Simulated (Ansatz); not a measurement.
# linear Re chain under tension and compression

Aim: how do moment and conductance of the linear Re chain follow its length?

Method: DFT LDA, plane waves, PAW; relaxation of a chain's period, in the first sound run; inputs show where later runs differ, in Ansatz 0.2.0.

## 1. The structure

The cell holds 1 atom: 1 Re. Its edges and angles: a = 7.500 Å, b = 7.500 Å, c = 2.809 Å, α = 90.0°, β = 90.0°, γ = 90.0°. Vacuum lies along a and b. The structure's axis is c.

## 2. The relaxed wire

Band widths follow the bond lengths, so the chain is relaxed first. The atoms and the third cell vector are free; the box across stays fixed as vacuum. Moments are seeded so that a magnetic state can form if it lies lower. A Fermi-Dirac smearing is set since the result may be a metal. The pressure printed is a third of the stress's trace over the whole box, vacuum included; only the stress along the axis is relaxed.

input.yaml

```yaml
crystal:
  lattice:
    - [7.5, 0.0, 0.0]
    - [0.0, 7.5, 0.0]
    - [0.0, 0.0, 2.8086]
  atoms:
    - { symbol: Re, position: [0.5, 0.5, 0.0], spin: 2.0 }
magnetization:
  spin_polarized: true
kpoints:
  mp_grid: { grid: [1, 1, 29] }
scf:
  occupations: { method: fermi_dirac, width: 0.05 }
hamiltonian:
  xc: lda
relax:
  cell: { fix: [a, b, alpha, beta, gamma] }
  max_steps: 60
```

Run with:

```
ansatz run input.yaml --threads 4 --pin off --max-ram 8192MiB --backend cpu --events-out ev --progress --plain --runs-dir out
```

Then come: at a set period, period over the relaxed period 0.88, k-mesh 1×1×42; the chain at a fixed length, period over the relaxed period 0.92, k-mesh 1×1×40; the chain at a fixed length, period over the relaxed period 0.96, k-mesh 1×1×38; at a set period, period over the relaxed period 1, k-mesh 1×1×37; at a set period, period over the relaxed period 1.04, k-mesh 1×1×35; the chain at a fixed length, period over the relaxed period 1.08, k-mesh 1×1×34; at a set period, period over the relaxed period 1.13, k-mesh 1×1×32; the chain at a fixed length, period over the relaxed period 1.2, k-mesh 1×1×31; the chain at a fixed length, period over the relaxed period 1.3, k-mesh 1×1×28; side by side; A repeat with changed settings.

Before running: what should come out for the conductance at period × 0.88 and conductance at period × 1.0?

In these runs no moment survives at the shortest period, and one is present from a factor of 1.13 on: longer bonds narrow the bands, which favours exchange splitting. The conductance goes from 6.00 G₀ at the shortest period to 3.50 G₀ at the longest, while the magnetic state changes too. Transport is coherent and elastic here: the atoms are frozen, so scattering by vibrations plays no part.

```
relaxed cell length              : 2.215 Å
conductance at period × 0.88     : 6.00 G₀
conductance at period × 1.0      : 6.00 G₀
conductance at period × 1.13     : 4.03 G₀
conductance at period × 1.3      : 3.50 G₀
absolute moment at period × 0.88 : 0 μB
absolute moment at period × 1.0  : 0 μB
absolute moment at period × 1.3  : 3.37 μB
```

Spin-orbit coupling is left out, which matters for the bands of heavy atoms. No search over magnetic orders was made; another may lie lower. For the perfect chain only parallel moments were started; its antiparallel and spiral orders were not tested. The lead's cell of one atom keeps the chain straight and evenly spaced; a zigzag or dimerised form may lie lower.

[Logs are printed without paths, hosts, clocks, repeated set-up lines and the standing remarks that a program may print on its own settings, such as how far it seeks lower states.]

[Hosts, paths, dates, database ids (printed as entryN), source tags and the programs' standing remarks are cut or masked in the printed files.]
